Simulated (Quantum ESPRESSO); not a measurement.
Consider K (Pm-3m).

```cif
data_structure
_symmetry_space_group_name_H-M 'P 1'
_symmetry_Int_Tables_number 1
_cell_length_a 4.3104
_cell_length_b 4.3104
_cell_length_c 4.3104
_cell_angle_alpha 90.000
_cell_angle_beta 90.000
_cell_angle_gamma 90.000
_cell_volume 80.09
loop_
_atom_site_label
_atom_site_type_symbol
_atom_site_fract_x
_atom_site_fract_y
_atom_site_fract_z
_atom_site_occupancy
K1 K 0.00000 0.00000 0.00000 1
```

Absorber: atom 1, with 6 K at 4.31 Å (octahedral, site symmetry m-3m). Method: Quantum ESPRESSO XSpectra, PBEsol, excited-electron core hole (neutral cell), 2-atom cell with 6.1 Å between holes, 7×7×7 k points, dipole transitions, Lorentzian half width 0.37 eV up to 4 eV, rising linearly to 2.5 eV at 25 eV.

This is not the structure that K takes at ambient pressure and room temperature (bcc); it is a model or a phase of other conditions.

Q: Predict the near-edge structure at the K K edge.

Main maxima up to 30 eV above the zero (height): 1.9 eV (1.95), 7.1 eV (1.74) and 15.6 eV (1.08). A K edge sees empty p states on the absorber. The total-energy difference is 3619.30 eV. One term is added: -19.86 eV, since the hole is spin-paired here and a spin-polarised one costs that much less in the free atom (computed apart). The photon energy is then 3599.44 eV. The tabulated edge of the element is 3608.4 eV. The functional leaves an error in such absolute values: in the free atom PBEsol prices this hole 5.3 eV below PBE (computed apart), and PBE is itself good to a few eV.

The K K spectrum (energy from the energy zero of the input (xe0, at the border of filled and empty states); intensity scaled to a mean of 1 over the first 20 eV; the points at xe0, where the cut of filled states can leave a spike, are interpolated):

```csv
E (eV),intensity
-2.0,0.06
-1.4,0.09
-0.8,0.14
-0.2,0.35
0.4,0.68
1.0,0.88
1.6,1.66
2.2,1.73
2.8,0.86
3.4,0.45
4.0,0.47
4.6,0.57
5.2,0.57
5.8,0.72
6.4,1.24
7.0,1.72
7.6,1.58
8.2,1.31
8.8,1.17
9.4,1.08
10.0,1.03
10.6,0.98
11.2,0.90
11.8,0.81
12.4,0.78
13.0,0.82
13.6,0.88
14.2,0.97
14.8,1.04
15.4,1.08
16.0,1.08
16.6,1.05
17.2,1.03
17.8,1.01
18.4,1.00
19.0,1.00
19.6,1.01
20.2,1.00
20.8,0.99
21.4,0.98
22.0,0.97
22.6,0.95
23.2,0.94
23.8,0.94
24.4,0.94
25.0,0.94
25.6,0.93
26.2,0.93
26.8,0.92
27.4,0.91
28.0,0.90
28.6,0.89
29.2,0.89
29.8,0.89
30.4,0.90
31.0,0.91
31.6,0.92
```

The holes are only 6.1 Å apart, so the shape is probably not converged with cell size; no larger cell was run here. The structure is a computed Materials Project entry and may be a hypothetical form.

[Banner, clock and machine lines of the logs are left out without a mark of their own.]

[Logs are printed without paths, hosts, clocks, repeated set-up lines and the standing remarks that a program may print on its own settings, such as how far it seeks lower states.]

[Hosts, paths, dates, database ids (printed as entryN), source tags and the programs' standing remarks are cut or masked in the printed files.]

[Lists of maxima count a maximum above −3 eV only where it reaches 4 % of the highest in the window and stands out from its surroundings by 2 % of it (1.5 % where it reaches 55 %); shoulders and weaker maxima are passed over, and of the rest the first, up to two pre-edge ones and the few strongest are named.]
